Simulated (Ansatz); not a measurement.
# Decaying states in the gap of Cs2SrCaBr6

A new crystal, Cs2SrCaBr6: structure, gap and complex bands. It is built by putting Ca for part of the Sr in the CsSrBr3 structure of space group P2_1, with the volume rescaled by atomic radii. The parent structure comes from the Materials Project.

Calculated with Ansatz 0.2.0; PBE DFT, plane waves, PAW files, in the first sound run; inputs show where later runs differ.

Most raw output is cut from this account.

The structure was built from a prototype and need not be the compound's stable phase.

## (1) The starting structure

The cell holds 10 atoms: 2 Cs, 1 Ca, 1 Sr and 6 Br. Cell: a = 4.520 Å, b = 11.462 Å, c = 7.828 Å, α = 90.0°, β = 106.8°, γ = 90.0°. It derives from CsSrBr3. Ca for part of the Sr in the CsSrBr3 structure of space group P2_1.

As a file:

```cif
data_structure
_symmetry_space_group_name_H-M 'P 1'
_symmetry_Int_Tables_number 1
_cell_length_a 4.5202
_cell_length_b 11.4620
_cell_length_c 7.8284
_cell_angle_alpha 90.000
_cell_angle_beta 106.759
_cell_angle_gamma 90.000
_cell_volume 388.36
loop_
_atom_site_label
_atom_site_type_symbol
_atom_site_fract_x
_atom_site_fract_y
_atom_site_fract_z
_atom_site_occupancy
Cs1 Cs 0.75328 0.01039 0.50604 1
Cs2 Cs 0.24672 0.51039 0.49396 1
Ca3 Ca 0.49901 0.75922 0.00024 1
Sr4 Sr 0.50099 0.25922 0.99976 1
Br5 Br 0.86677 0.71239 0.73534 1
Br6 Br 0.13323 0.21239 0.26466 1
Br7 Br 0.86824 0.30660 0.73519 1
Br8 Br 0.13176 0.80660 0.26481 1
Br9 Br 0.43814 0.00911 0.88092 1
Br10 Br 0.56186 0.50911 0.11908 1
```

## (2) Relaxing the new crystal

The substituted atoms don't fit the parent's cell, so cell and atoms relax together. A small smearing keeps the run stable in case the gap closes on the way.

The input, input.yaml:

```yaml
crystal:
  lattice:
    - [4.5201575692, 0.0, 0.0]
    - [0.0, 11.4620088902, 0.0]
    - [-2.2572626868, 0.0, 7.4959250794]
  atoms:
    - { symbol: Cs, position: [0.75328249, 0.01038661, 0.50604141] }
    - { symbol: Cs, position: [0.24671751, 0.51038661, 0.49395859] }
    - { symbol: Ca, position: [0.49901139, 0.75921782, 0.00023736] }
    - { symbol: Sr, position: [0.50098861, 0.25921782, 0.99976264] }
    - { symbol: Br, position: [0.86676591, 0.71238783, 0.73534228] }
    - { symbol: Br, position: [0.13323409, 0.21238783, 0.26465772] }
    - { symbol: Br, position: [0.86823776, 0.30659747, 0.73518611] }
    - { symbol: Br, position: [0.13176224, 0.80659747, 0.26481389] }
    - { symbol: Br, position: [0.43814168, 0.00911227, 0.88092481] }
    - { symbol: Br, position: [0.56185832, 0.50911227, 0.11907519] }
kpoints:
  mp_grid: { grid: [6, 2, 4] }
scf:
  occupations: { method: gaussian, width: 0.03 }
hamiltonian:
  xc: pbe
output:
  forces: true
  stress: true
relax:
  f_tol: 0.02
  max_steps: 60
  cell: {}
```

Run with:

```
> ansatz run input.yaml --threads 2 --pin off --max-ram 4096MiB --backend cpu --events-out ev --progress --plain --runs-dir out
```

Wall time 2.5 min (2 threads of Arm Neoverse V1, shared host); peak memory 0.81 GiB.

Relaxation path:

```csv
step,energy less that of the first step (eV),largest force component (eV/Å),pressure (GPa),volume (Å³)
1,0.0000,0.4161,-0.02,388.36
2,-0.0947,0.0321,0.03,390.60
3,-0.1002,0.0163,0.03,391.79
4,-0.1028,0.0088,0.01,393.19
5,-0.1031,0.0065,0.00,393.59
6,-0.1034,0.0054,0.00,394.02
7*,-0.1035,0.0054,0.00,394.02
```

Relaxation steps marked * repeat the geometry before them on a plane-wave basis chosen anew for their cell, so energy and pressure can jump there.

| cell as run | before | after | change |
| --- | --- | --- | --- |
| a (Å) | 4.520 | 4.498 | -0.5 % |
| b (Å) | 11.462 | 11.352 | -1.0 % |
| c (Å) | 7.828 | 8.037 | +2.7 % |
| α (°) | 90.00 | 89.72 | -0.3 % |
| β (°) | 106.76 | 106.25 | -0.5 % |
| volume (Å³/atom) | 38.84 | 39.40 | +1.5 % |

The atoms that moved most (Å, as changes of fractional coordinates times the final cell):

| atom | dx | dy | dz | length |
| --- | --- | --- | --- | --- |
| Br8 | 0.003 | -0.006 | -0.157 | 0.157 |
| Br5 | 0.004 | 0.007 | 0.156 | 0.156 |
| Br10 | -0.010 | 0.085 | -0.021 | 0.088 |
| Cs1 | -0.001 | -0.073 | 0.043 | 0.085 |
| Br9 | 0.011 | -0.074 | 0.021 | 0.078 |
| Cs2 | 0.001 | 0.052 | -0.043 | 0.068 |
| Br6 | -0.004 | 0.009 | -0.006 | 0.011 |
| Br7 | -0.003 | -0.008 | 0.007 | 0.011 |

Numbers from this step:

```
free energy  : -33421.7938 eV
Fermi energy : 4.072 eV
pressure     : -0.001819 GPa
```

The largest force component on a free atom ends at 0.0054 eV/Å.

## (3) The bulk crystal and its band edges

The energy window and the wavevectors of the next steps follow from the band edges, so these are searched first, off the mesh as well.

The input, input.yaml:

```yaml
crystal:
  lattice:
    - [4.498375673, -2.35274e-05, -0.0008910262]
    - [-5.96598e-05, 11.351668955, 0.0289438118]
    - [-2.2478629269, 0.0189404244, 7.7167038407]
  atoms:
    - { symbol: Cs, position: [0.7558252875, 0.0039666272, 0.5116723981] }
    - { symbol: Cs, position: [0.2441810157, 0.5149806911, 0.4883195651] }
    - { symbol: Ca, position: [0.5000375886, 0.7595641908, -2.15494e-05] }
    - { symbol: Sr, position: [0.4999426259, 0.2595676553, 1.000028866] }
    - { symbol: Br, position: [0.8778266098, 0.7130051002, 0.7555477346] }
    - { symbol: Br, position: [0.1319216554, 0.2131853005, 0.2639333597] }
    - { symbol: Br, position: [0.8679889079, 0.3058951342, 0.7360915704] }
    - { symbol: Br, position: [0.1222433338, 0.8060967663, 0.2444300674] }
    - { symbol: Br, position: [0.4418536644, 0.0025557462, 0.8836763635] }
    - { symbol: Br, position: [0.558179311, 0.5165867882, 0.1163216246] }
kpoints:
  mp_grid: { grid: [6, 2, 4] }
  band_path: { path: [VBM, CBM], npoints: 30 }
scf:
  occupations: { method: fixed }
hamiltonian:
  xc: pbe
output:
  eigenvalues: true
  write_potential: true
  write_density: true
  volumetric_format: npy
```

Run time: 4 min. Hardware: 2 threads; peak memory 1.3 GiB.

Numbers from this step:

```
free energy         : -33421.7942 eV
Fermi energy        : 1.889 eV
gap on the k-mesh   : 4.366 eV
gap on path         : 4.366 eV, by band count; negative where bands overlap
direct gap on path  : 4.366 eV
edge places on path : 0, 0 1/A along the path
```

Levels at VBM (eV): -6.41, -6.40, -6.38, -6.36, -6.25, -6.25, -1.92, -1.72, -1.27, -1.23, -1.07, -0.99, -0.95, -0.95, -0.78, -0.75, -0.57, -0.54, -0.35, -0.32, -0.23, -0.17, -0.09, 0.00, 4.37, 5.05, 5.27, 5.71, 5.80, 5.80, 5.98, 6.17, 6.18, 6.38.

The searched edges give 4.37 eV, as on the mesh.

## (4) Decaying states in the gap

This step: PBE DFT, plane waves, PAW files; complex bands by layer matching along the plane's normal (Ansatz 0.2.0).

The same crystal is laid in a cell whose first two vectors span the (001) plane (indices of the standard conventional cell, whose axes can be ordered otherwise than in the bulk input). At fixed energy and wavevector in the plane the solver finds all kz, real and complex. A few wavevectors are listed, (0, 0) and (0.5, 0) in units of the plane's reciprocal vectors; the slowest state needn't be among them.

The input, input.yaml:

```yaml
crystal:
  lattice:
    - [4.498375761, 0.0, 0.0]
    - [-2.249391486, 7.716281655, 0.0]
    - [0.000124764, -0.056790269, 11.351563798]
  atoms:
    - { symbol: Cs, position: [0.7558252875, 0.5116723981, 0.9960333728] }
    - { symbol: Cs, position: [0.2441810157, 0.4883195651, 0.4850193089] }
    - { symbol: Ca, position: [0.5000375886, 0.9999784506, 0.2404358092] }
    - { symbol: Sr, position: [0.4999426259, 2.8866e-05, 0.7404323447] }
    - { symbol: Br, position: [0.8778266098, 0.7555477346, 0.2869948998] }
    - { symbol: Br, position: [0.1319216554, 0.2639333597, 0.7868146995] }
    - { symbol: Br, position: [0.8679889079, 0.7360915704, 0.6941048658] }
    - { symbol: Br, position: [0.1222433338, 0.2444300674, 0.1939032337] }
    - { symbol: Br, position: [0.4418536644, 0.8836763635, 0.9974442538] }
    - { symbol: Br, position: [0.558179311, 0.1163216246, 0.4834132118] }
kpoints:
  mp_grid: { grid: [6, 4, 2] }
scf:
  occupations: { method: fixed }
hamiltonian:
  xc: pbe
output:
  eigenvalues: true
  transmission:
    leads: [[0, 0]]
    kpoints: [[0.0, 0.0], [0.5, 0.0]]
    e_range: [-1.0, 5.37]
    de: 0.13
```

The job ended after 3.1 min (2 threads; peak memory 1.7 GiB; 5.3 min of CPU time).

Numbers from this step:

```
level to which the leads are filled                       : 2.183 eV from the Fermi level
decay constant at the filling level, zone centre          : 0.3141 Å⁻¹
decay constant at the filling level, slowest listed point : 0.3141 Å⁻¹
```

K parallel (0, 0); values up to 1.5 1/Å, a degenerate pair printed once or twice; energies at which all values exceed this have no row. Im kz of the slowest decaying states against energy, zero at the highest filled level on the SCF mesh:

| energy (eV) | decay 1 (Å⁻¹) | decay 2 (Å⁻¹) | decay 3 (Å⁻¹) | decay 4 (Å⁻¹) |
| --- | --- | --- | --- | --- |
| -1.00 | 0.0953 | 0.227 | 0.357 | 0.565 |
| -0.74 | 0.0578 | 0.0911 | 0.477 | 0.561 |
| -0.48 | 0.140 | 0.161 | 0.381 | 0.673 |
| -0.22 | 0.0606 | 0.374 | 0.690 | 0.936 |
| 0.04 | 0.128 | 0.161 | 0.335 | 0.407 |
| 0.30 | 0.204 | 0.388 | 0.407 | 0.467 |
| 0.56 | 0.246 | 0.454 | 0.481 | 0.503 |
| 0.82 | 0.273 | 0.490 | 0.527 | 0.537 |
| 1.08 | 0.291 | 0.519 | 0.542 | 0.573 |
| 1.34 | 0.303 | 0.547 | 0.597 | 0.725 |
| 1.60 | 0.311 | 0.559 | 0.612 | 0.726 |
| 1.86 | 0.314 | 0.567 | 0.621 | 0.725 |
| 2.12 | 0.314 | 0.572 | 0.625 | 0.721 |
| 2.25 | 0.313 | 0.574 | 0.625 | 0.719 |
| 2.51 | 0.307 | 0.575 | 0.623 | 0.712 |
| 2.77 | 0.299 | 0.573 | 0.617 | 0.706 |
| 3.03 | 0.286 | 0.569 | 0.608 | 0.679 |
| 3.29 | 0.268 | 0.562 | 0.595 | 0.649 |
| 3.55 | 0.245 | 0.553 | 0.580 | 0.616 |
| 3.81 | 0.212 | 0.540 | 0.561 | 0.578 |
| 4.07 | 0.163 | 0.524 | 0.536 | 0.539 |
| 4.33 | 0.0604 | 0.489 | 0.504 | 0.512 |
| 4.59 | 0.435 | 0.480 | 0.481 | 0.510 |
| 4.85 | 0.0355 | 0.350 | 0.443 | 0.449 |
| 5.11 | 0.129 | 0.388 | 0.395 | 0.408 |
| 5.37 | 0.291 | 0.324 | 0.332 | 0.375 |

K parallel (0.5, 0); values up to 1.5 1/Å, a degenerate pair printed once or twice; energies at which all values exceed this have no row. Im kz of the slowest decaying states against energy, zero at the highest filled level on the SCF mesh:

| energy (eV) | decay 1 (Å⁻¹) | decay 2 (Å⁻¹) | decay 3 (Å⁻¹) | decay 4 (Å⁻¹) |
| --- | --- | --- | --- | --- |
| -1.00 | 0.107 | 0.360 | 0.377 | 0.409 |
| -0.74 | 0.148 | 0.289 | 0.344 | 0.430 |
| -0.48 | 0.0411 | 0.276 | 0.431 | 0.726 |
| -0.22 | 0.0507 | 0.159 | 0.239 | 0.316 |
| 0.04 | 0.285 | 0.322 | 0.375 | 0.510 |
| 0.30 | 0.353 | 0.391 | 0.435 | 0.525 |
| 0.56 | 0.374 | 0.446 | 0.462 | 0.477 |
| 0.82 | 0.389 | 0.485 | 0.506 | 0.560 |
| 1.08 | 0.399 | 0.502 | 0.526 | 0.583 |
| 1.34 | 0.406 | 0.513 | 0.540 | 0.602 |
| 1.60 | 0.410 | 0.521 | 0.549 | 0.620 |
| 1.86 | 0.411 | 0.524 | 0.553 | 0.636 |
| 2.12 | 0.411 | 0.525 | 0.554 | 0.652 |
| 2.25 | 0.409 | 0.525 | 0.554 | 0.660 |
| 2.51 | 0.406 | 0.521 | 0.550 | 0.671 |
| 2.77 | 0.400 | 0.516 | 0.543 | 0.674 |
| 3.03 | 0.393 | 0.508 | 0.533 | 0.636 |
| 3.29 | 0.383 | 0.498 | 0.520 | 0.614 |
| 3.55 | 0.372 | 0.485 | 0.503 | 0.597 |
| 3.81 | 0.358 | 0.469 | 0.483 | 0.582 |
| 4.07 | 0.341 | 0.450 | 0.457 | 0.562 |
| 4.33 | 0.322 | 0.425 | 0.427 | 0.537 |
| 4.59 | 0.298 | 0.379 | 0.399 | 0.510 |
| 4.85 | 0.267 | 0.310 | 0.365 | 0.480 |
| 5.11 | 0.166 | 0.232 | 0.319 | 0.444 |
| 5.37 | 0.0723 | 0.169 | 0.231 | 0.401 |

At the listed wavevectors the last open channel is at -0.09 eV and the next at +4.46 eV on the grid. At +2.12 eV, the grid energy nearest the filling level (the middle of the gap on the SCF mesh), the slowest state at the listed wavevectors decays with κ = 0.314 Å⁻¹, its amplitude falling by e over 3.2 Å. Through 1 nm of this crystal that state's transmission falls by exp(−2 × 0.314 Å⁻¹ × 10 Å) = 0.0019.

## (5) Decay over the two-dimensional zone

The listed points could miss the slowest state, so one energy near mid-gap is solved on a mesh of 10×6.

input.yaml, as its differences from that of step 4:

```diff
@@ -24,6 +24,2 @@
   eigenvalues: true
-  transmission:
-    leads: [[0, 0]]
-    kpoints: [[0.0, 0.0], [0.5, 0.0]]
-    e_range: [-1.0, 5.37]
-    de: 0.13
+  transmission: { leads: [[0, 0]], kmesh: [10, 6], e_range: [2.18, 2.19], de: 0.05 }
```

It took 4.1 min on 2 threads; peak memory 1.7 GiB.

This step gave:

```yaml
least_decay_constant_on_the_mesh: 0.3136 Å⁻¹
```

Slowest decay constant (1/Å; 0 where a channel is open) over k1 and k2. At 2.1800 eV from the Fermi level.

Ten even steps from '_' (0.314) to '@' (0.414):
```
@@@@@@##++++**##%%@@
@@@@@@**::..==##%%@@
@@@@@@**::__::**@@@@
@@@@%%##==..::**@@@@
@@@@%%##**++++##@@@@
@@@@%%##******##%%@@
```
Columns: k1 (b1) from -0.5 to 0.4; rows upwards: k2 (b2) from -0.5 to 0.333.

The least value on the mesh is 0.314 Å⁻¹ at +2.18 eV. At that energy the listed points give about 0.313 Å⁻¹ by interpolation, so the mesh holds no clearly slower state.

## (6) Band edges at another level, cutoff 925.187 eV

This step: PBE DFT, plane waves, norm-conserving files (Ansatz 0.2.0).

The edges again with norm-conserving files, at the same atoms. Against that run the cutoff is 925 eV against 420.

The input, input.yaml:

```yaml
crystal:
  lattice:
    - [4.498375673, -2.35274e-05, -0.0008910262]
    - [-5.96598e-05, 11.351668955, 0.0289438118]
    - [-2.2478629269, 0.0189404244, 7.7167038407]
  atoms:
    - { symbol: Cs, position: [0.7558252875, 0.0039666272, 0.5116723981] }
    - { symbol: Cs, position: [0.2441810157, 0.5149806911, 0.4883195651] }
    - { symbol: Ca, position: [0.5000375886, 0.7595641908, -2.15494e-05] }
    - { symbol: Sr, position: [0.4999426259, 0.2595676553, 1.000028866] }
    - { symbol: Br, position: [0.8778266098, 0.7130051002, 0.7555477346] }
    - { symbol: Br, position: [0.1319216554, 0.2131853005, 0.2639333597] }
    - { symbol: Br, position: [0.8679889079, 0.3058951342, 0.7360915704] }
    - { symbol: Br, position: [0.1222433338, 0.8060967663, 0.2444300674] }
    - { symbol: Br, position: [0.4418536644, 0.0025557462, 0.8836763635] }
    - { symbol: Br, position: [0.558179311, 0.5165867882, 0.1163216246] }
kpoints:
  mp_grid: { grid: [6, 2, 4] }
  band_path: { path: [VBM, CBM], npoints: 30 }
scf:
  occupations: { method: fixed }
hamiltonian:
  xc: pbe
  pseudopotentials: { kind: nc }
output:
  eigenvalues: true
```

Run time: 14 min. Hardware: 2 threads; peak memory 3.4 GiB; 28 min of CPU time.

Numbers from this step:

* free energy: -6474.0239 eV
* Fermi energy: 1.925 eV
* gap on the k-mesh: 4.363 eV
* gap on path: 4.363 eV, by band count; negative where bands overlap
* direct gap on path: 4.363 eV

Levels at VBM (eV): -6.41, -6.41, -6.39, -6.36, -6.26, -6.25, -1.93, -1.72, -1.27, -1.23, -1.07, -0.99, -0.96, -0.95, -0.78, -0.76, -0.57, -0.54, -0.35, -0.32, -0.23, -0.17, -0.09, 0.00, 4.36, 5.05, 5.27, 5.71, 5.79, 5.79, 5.97, 6.17, 6.17, 6.38.

The searched edges give 4.36 eV, as on the mesh.

## (7) Complex bands at another level

This step: PBE DFT, plane waves, norm-conserving files; complex bands by layer matching along the plane's normal (Ansatz 0.2.0).

The complex bands at that level, over its own gap, at (0, 0) and (0.5, 0).

The input, input.yaml:

```yaml
crystal:
  lattice:
    - [4.498375761, 0.0, 0.0]
    - [-2.249391486, 7.716281655, 0.0]
    - [0.000124764, -0.056790269, 11.351563798]
  atoms:
    - { symbol: Cs, position: [0.7558252875, 0.5116723981, 0.9960333728] }
    - { symbol: Cs, position: [0.2441810157, 0.4883195651, 0.4850193089] }
    - { symbol: Ca, position: [0.5000375886, 0.9999784506, 0.2404358092] }
    - { symbol: Sr, position: [0.4999426259, 2.8866e-05, 0.7404323447] }
    - { symbol: Br, position: [0.8778266098, 0.7555477346, 0.2869948998] }
    - { symbol: Br, position: [0.1319216554, 0.2639333597, 0.7868146995] }
    - { symbol: Br, position: [0.8679889079, 0.7360915704, 0.6941048658] }
    - { symbol: Br, position: [0.1222433338, 0.2444300674, 0.1939032337] }
    - { symbol: Br, position: [0.4418536644, 0.8836763635, 0.9974442538] }
    - { symbol: Br, position: [0.558179311, 0.1163216246, 0.4834132118] }
kpoints:
  mp_grid: { grid: [6, 4, 2] }
scf:
  occupations: { method: fixed }
hamiltonian:
  xc: pbe
  pseudopotentials: { kind: nc }
output:
  eigenvalues: true
  transmission:
    leads: [[0, 0]]
    kpoints: [[0.0, 0.0], [0.5, 0.0]]
    e_range: [-1.0, 5.36]
    de: 0.13
```

Run time: 0.31 s. Hardware: 2 threads; peak memory 0.23 GiB.

The program refused the input before any cycle.

The program's message: “Error: memory limit exceeded: the `transmission` phase of `transmission` needs 8.28 GiB against the run's memory maximum of 4.00 GiB; largest carriers: transmission 7.89 GiB, unmodelled-tail allowance …”

## (8) Results

```json
{"band gap": "4.37 eV", "least decay constant at mid-gap, normal to (001)": "0.314 Å⁻¹", "least decay constant on a mesh, normal to (001)": "0.314 Å⁻¹"}
```

In words: With PBE, the slowest decay at the wavevectors tried is κ = 0.314 Å⁻¹, normal to (001). Through such a film the transmission near mid-gap falls as exp(−2κd), a factor of ten every 3.7 Å. A free electron under a barrier of half the gap would need a mass of 0.17 mₑ to decay at this rate. The compound is made up by substitution; its stability against other phases and against distortions of the cell's symmetry was not tested. A semilocal functional narrows gaps, so real decay constants are likely larger.

[Logs are printed without paths, hosts, clocks, repeated set-up lines and the standing remarks that a program may print on its own settings, such as how far it seeks lower states.]

[Hosts, paths, dates, database ids (printed as entryN), source tags and the programs' standing remarks are cut or masked in the printed files.]
